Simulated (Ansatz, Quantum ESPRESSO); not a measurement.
# RbNbS3 (Pm-3m): zone-centre phonons, part 3 of 3

Which modes does RbNbS3 (Pm-3m) have at the zone centre?

Quantum ESPRESSO 8.0 development, patched; DFT LDA, scalar-relativistic, plane waves, PseudoDojo norm-conserving pseudopotentials.

So far. Step 5 (Linear response at Γ): The acoustic modes at Γ come out as far as 0.9 cm⁻¹ from zero, where they should vanish, a small numerical error. Step 6 (Modes with the sum rule): The rule moves no optical mode by more than 0.1 cm⁻¹.

The structure was built from a prototype and need not be the compound's stable phase.

## (9) Cross-check with Ansatz

A second program on the same cell, potentials, cutoff and meshes tests the implementation of the phonon response, not its convergence. Its k mesh is centred on Γ.

This step: DFT LDA, scalar-relativistic, plane waves, PseudoDojo norm-conserving pseudopotentials (Ansatz 0.2.0).

Input file input.yaml:

```yaml
crystal:
  lattice:
    - [4.795523794, 0.0, 0.0]
    - [0.0, 4.795523794, 0.0]
    - [0.0, 0.0, 4.795523794]
  atoms:
    - { symbol: Rb, position: [0.0, 0.0, 0.0] }
    - { symbol: Nb, position: [0.5, 0.5, 0.5] }
    - { symbol: S, position: [0.5, 0.5, 0.0] }
    - { symbol: S, position: [0.5, 0.0, 0.5] }
    - { symbol: S, position: [0.0, 0.5, 0.5] }
kpoints:
  mp_grid: { grid: [6, 6, 6] }
hamiltonian:
  xc: lda
  pseudopotentials: { kind: nc, accuracy: standard }
scf:
  occupations: { method: cold, width: 0.27211 }
output:
  eigenvalues: true
basis:
  ecutwfc: 1115.667
phonons:
  method: dfpt
```

Run with:

```sh
$ ansatz run input.yaml --threads 4 --pin off --max-ram 16384MiB --backend cpu --events-out ev --progress --plain --runs-dir out
```

What it wrote:

```text
zone centre: on kpoints.mp_grid the ground state, and the responses unless they are solved on pairs of k-points, stand on 64 of the mesh's 216 k-points, reduced under 8 symmetry operations, with k and −k counted as one. Each operation leaves every solved displacement unchanged or reverses it
Engine: ansatz 0.2.0, x86_64-unknown-linux-gnu
Pseudopotentials: kind: nc
Pseudopotential: Rb, nc, valence charge 9, recommended cutoff 571.439111 eV (normal), Rb.nc.azcp (PseudoDojo's, or run here from an input of PseudoDojo's; its table is named by hamiltonian.pseudopotentials.accuracy)
Pseudopotential: Nb, nc, valence charge 13, recommended cutoff 1115.666836 eV (normal), Nb.nc.azcp (PseudoDojo's, or run here from an input of PseudoDojo's; its table is named by hamiltonian.pseudopotentials.accuracy)
Pseudopotential: S, nc, valence charge 6, recommended cutoff 734.707429 eV (normal), S.nc.azcp (PseudoDojo's, or run here from an input of PseudoDojo's; its table is named by hamiltonian.pseudopotentials.accuracy)
Functional definition: SPW92
  exchange = slater_x
  correlation = pw_c
Crystal: 5 atoms, lattice volume = 110.283 Å³
Basis set: ecut = 1115.667 eV, 9315 PW (Γ), exchange–correlation on 108×108×108 points (8 copies of the dense FFT grid, shifted against one another)
Bands: 25, of which v1, the nominal top of the filled ones, is band 20 counted from 1 (19 counted from 0)
Symmetry: 48 space group operations
k-points: 64 of 216 (irreducible under 8 space group operations)
Non-local potential: Rb, projectors of the file, l = 0: 2, l = 1: 2, l = 2: 2
Non-local potential: Nb, projectors of the file, l = 0: 2, l = 1: 2, l = 2: 2
Non-local potential: S, projectors of the file, l = 0: 2, l = 1: 2, l = 2: 2
Initial density: superposition of atomic densities (chi_scale 0.1, normalization cell, long waves kept (reshape's long-wave potential 0.00 eV rms))
Initial wavefunctions: pseudopotential atomic-orbital guess
Functional: x = slater, c = lda
SCF iter   1: F=—  HF=-3343.624547 eV  |F-HF|=—  |Δ(HF+E_count)|=         —  Δρ=5.43e-2  dr2=6.44e0  ethr=3.10e-3  ⟨swp⟩=8.1  Hψ=8557  notcnv=0
preconditioner: auto → Kerker (q_TF=auto, 2.304 Å⁻¹)  [metal: Δε(μ)=0.020 eV  Ē_g=9.616 eV  σ=0.272 eV  W_gap=0.05  n_scr=26 (ndim 8)  ℏωp=19.4 eV  f_vac=0.000  D(μ)=0.47/eV (n_scr^D=0)]
SCF iter   2: F=—  HF=-3342.361764 eV  |F-HF|=—  |Δ(HF+E_count)|=    1.26e0  S|Δr|=    0.00e0  Δρ=1.96e-2  dr2=5.58e-1  ethr=3.10e-3  ⟨swp⟩=8.9  Hψ=14994  notcnv=0
automatic band count: the SCF goes on with 30 bands, as 25 were too few: they end inside the smearing window of the response
preconditioner: auto → Resta (q_TF=auto, 2.304 Å⁻¹)  ε∞=4.2  [insulator: Δε(μ)=0.233 eV  Ē_g=10.859 eV  σ=0.272 eV  W_gap=0.52  n_scr=26 (ndim 8)  ℏωp=19.4 eV  f_vac=0.000  D(μ)=1.42/eV (n_scr^D=6)  ε∞_Penn≈4.2]
SCF iter   3: F=—  HF=-3342.176820 eV  |F-HF|=—  |Δ(HF+E_count)|=   1.85e-1  S|Δr|=    0.00e0  Δρ=8.58e-3  dr2=1.31e-1  ethr=1.40e-3  ⟨swp⟩=1.1  Hψ=2453  notcnv=0  defer=14
SCF iter   4: F=—  HF=-3342.123312 eV  |F-HF|=—  |Δ(HF+E_count)|=   5.35e-2  S|Δr|=    0.00e0  Δρ=1.92e-3  dr2=4.90e-3  ethr=3.28e-4  ⟨swp⟩=2.1  Hψ=2729  notcnv=0  defer=15
SCF iter   5: F=—  HF=-3342.122051 eV  |F-HF|=—  |Δ(HF+E_count)|=   1.26e-3  S|Δr|=    0.00e0  Δρ=2.99e-4  dr2=1.21e-4  ethr=1.22e-5  ⟨swp⟩=2.3  Hψ=2448  notcnv=0  defer=15
SCF iter   6: F=—  HF=-3342.122059 eV  |F-HF|=—  |Δ(HF+E_count)|=   8.00e-6  S|Δr|=    0.00e0  Δρ=7.61e-5  dr2=4.66e-6  ethr=3.02e-7  ⟨swp⟩=2.4  Hψ=2537  notcnv=0  defer=15
SCF iter   7: F=—  HF=-3342.122056 eV  |F-HF|=—  |Δ(HF+E_count)|=   2.14e-6  S|Δr|=    0.00e0  Δρ=9.02e-6  dr2=7.41e-8  ethr=1.17e-8  ⟨swp⟩=2.5  Hψ=2797  notcnv=0  defer=15
SCF iter   8: F=—  HF=-3342.122225 eV  |F-HF|=—  |Δ(HF+E_count)|=   1.68e-4  S|Δr|=    0.00e0  Δρ=2.13e-6  dr2=3.97e-9  ethr=1.85e-10  ⟨swp⟩=2.1  Hψ=3191  notcnv=0  defer=258
SCF iter   9: F=—  HF=-3342.122225 eV  |F-HF|=—  |Δ(HF+E_count)|=  2.41e-10  S|Δr|=    0.00e0  Δρ=3.93e-7  dr2=2.55e-10  ethr=9.94e-12  ⟨swp⟩=2.0  Hψ=2933  notcnv=0  defer=258
SCF iter  10: F=—  HF=-3342.122225 eV  |F-HF|=—  |Δ(HF+E_count)|=  7.23e-11  S|Δr|=    0.00e0  Δρ=1.80e-7  dr2=7.15e-11  ethr=1.00e-12  ⟨swp⟩=2.7  Hψ=2759  notcnv=0  defer=258
SCF iter  11: F=-3342.122225 eV  HF=-3342.122225 eV  |F-HF|=0.00e0  |Δ(HF+E_count)|=  7.73e-12  S|Δr|=    0.00e0  Δρ=2.74e-8  dr2=9.33e-13  ethr=1.00e-12  ⟨swp⟩=16.1  Hψ=14547  notcnv=0
SCF 1 converged in 11 iterations: F = -3342.122225 eV  dr2 = 9.33e-13
DFPT response loops at Γ: preconditioner auto → Kerker (q_TF=auto, 2.304 Å⁻¹) (partly filled bands, converged f_vac=0.001); β = 1.00, the filter's whole step (`scf.mixing.beta` (0.50) is not read by the response loops under this deck's `scf.mixing.preconditioner`; to damp them name `kerker` or `kerker_dos`, under which they read `scf.mixing.beta`, and type it under 1.00, their step now; both keys bind the ground state too); Broyden in place of MSR1
SCF converged after 11 iterations
Stability not checked: this state was not tested for a lower state beside it, because cold or Methfessel-Paxton smearing, or corrected tetrahedra, fill the levels in a way that the test cannot read (fill_not_monotonic; see scf.lower_state_search)
Free energy (F): -3342.122225 eV
Harris-Foulkes:  -3342.122225 eV  (|F-HF|=0.00e0)
Internal energy: -3342.148927 eV  (E = F + TS)
E sigma→0 (E₀):  -3342.131126 eV
Entropy (-TS):   0.026702 eV (5.340 meV/atom)
Fermi energy:    7.586481 eV
Step filling:    the computed levels leave a gap of 0.2338 eV = 0.9 smearing widths at the electron count; against every level under it full and every level over it empty, smearing changes F+E_penalty+E_count by +19.326 meV and its σ→0 estimate by +10.425 meV
--- Per-component energies (eV) ---
  E_band       = -230.602329
  E_kinetic    = 1005.186247
  E_local      = -2124.732342  (includes V_loc(G=0)·N_el)
  E_nonlocal   = 307.816429
  E_hartree    = 621.049099
  E_xc         = -805.042743
  E_vxc        = -660.970846  (∫ρ·V_xc dr)
  E_ewald      = -2346.425618
  E_smearing   = 0.026702  (= −TS)
  E_closure    = 0.000000  (closes the sum)
  Σ components = -3342.122225   (vs F -3342.122225, Δ=0.00e0)
--- Band table (eV; the first three rows and the last of 64) ---
  k-point 0: bands = [... 16 lower, 6.3678, 6.8092, 6.8092, 6.8092, 7.2266, 7.2266, 7.2266, 9.1220, ... 6 higher]
  k-point 1: bands = [... 16 lower, 6.1867, 6.3527, 6.8277, 6.9106, 6.9106, 8.0089, 8.0089, 9.1487, ... 6 higher]
  k-point 2: bands = [... 16 lower, 5.4634, 5.8730, 6.8516, 6.8516, 6.8655, 9.1376, 9.1376, 9.1853, ... 6 higher]
  k-point 63: bands = [... 16 lower, 3.4783, 7.7877, 7.7877, 7.7877, 10.1533, 10.1533, 10.1533, 12.2162, ... 6 higher]
--- Phonons (Γ-DFPT): 4 representative perturbations + reference, on 64 of 216 k-points (Σ response iterations 12) ---
  k mesh reduced under 8 symmetry operations, with k and −k counted as one. Each operation leaves every solved displacement unchanged or reverses it
  ASR residual: 1.284e-4 → 0.000e0 eV/Å²; symmetrization residual: 3.163e-5 eV/Å²
  ASR residual per site (eV/Å²): 4.76e-6 1.28e-4 9.95e-6 9.95e-6 9.95e-6
  Γ frequencies (cm⁻¹): 0.00 0.00 0.00 84.25 84.25 84.25 137.71 137.71 137.71 151.58 151.58 151.58 340.67 340.67 340.67
  non-analytic LO–TO correction: not included (Born effective charges unavailable; polar crystals: no LO–TO splitting at Γ)
```

Wall time 55 s (4 threads of Intel Xeon Platinum 8488C (Sapphire Rapids), shared host); peak memory 2.6 GiB; 3.5 min of CPU time.

This step gave:

| Item | Value |
| --- | --- |
| sum-rule residual before enforcement | 1.28e-4 eV/Å² |
| lowest optical zone-centre mode | 84.25 cm⁻¹ |

## (10) Side by side: QE PseudoDojo and Ansatz, PseudoDojo

Numbers from this step:

- root-mean-square difference: 0.01 cm⁻¹
- largest difference: 0.02 cm⁻¹

At the zone centre the largest difference (acoustic modes at Γ apart) is 0.006 % of the highest mode.

## (11) Summary of results

```json
{
  "space group after relaxation": "Pm-3m",
  "volume per atom": "22.1 Å³",
  "highest optical zone-centre mode (no LO-TO term)": "340.7 cm⁻¹",
  "lowest optical zone-centre mode": "84.2 cm⁻¹",
  "imaginary optical modes at the zone centre (no q mesh in this session)": "none",
  "largest difference from Ansatz, PseudoDojo": "0.02 cm⁻¹"
}
```

What this shows: At the LDA level the optical modes of RbNbS3 (Pm-3m) at the zone centre run from 84 to 341 cm⁻¹. Of the 12 optical modes, 9 are infrared active alone and 3 are silent. QE PseudoDojo and Ansatz, PseudoDojo agree to 0.02 cm⁻¹ (0.006 % of the highest mode compared) on all solved modes but the acoustic ones at Γ, without the LO-TO term. These are harmonic frequencies at zero temperature: anharmonic shifts and linewidths and thermal expansion are left out. In a metal the frequencies hang on the k mesh and the smearing, most of all near Kohn anomalies. The build is a development version in which the Raman tensors of release 7.5 are mended; dynmat.x leaves out the electro-optic term of LO lines. The structure is a hypothetical one, built on a prototype.

[Host names and launcher messages were left out of these logs when they were recorded.]

[Logs are printed without paths, hosts, clocks, repeated set-up lines and the standing remarks that a program may print on its own settings, such as how far it seeks lower states.]

[Hosts, paths, dates, database ids (printed as entryN), source tags and the programs' standing remarks are cut or masked in the printed files.]
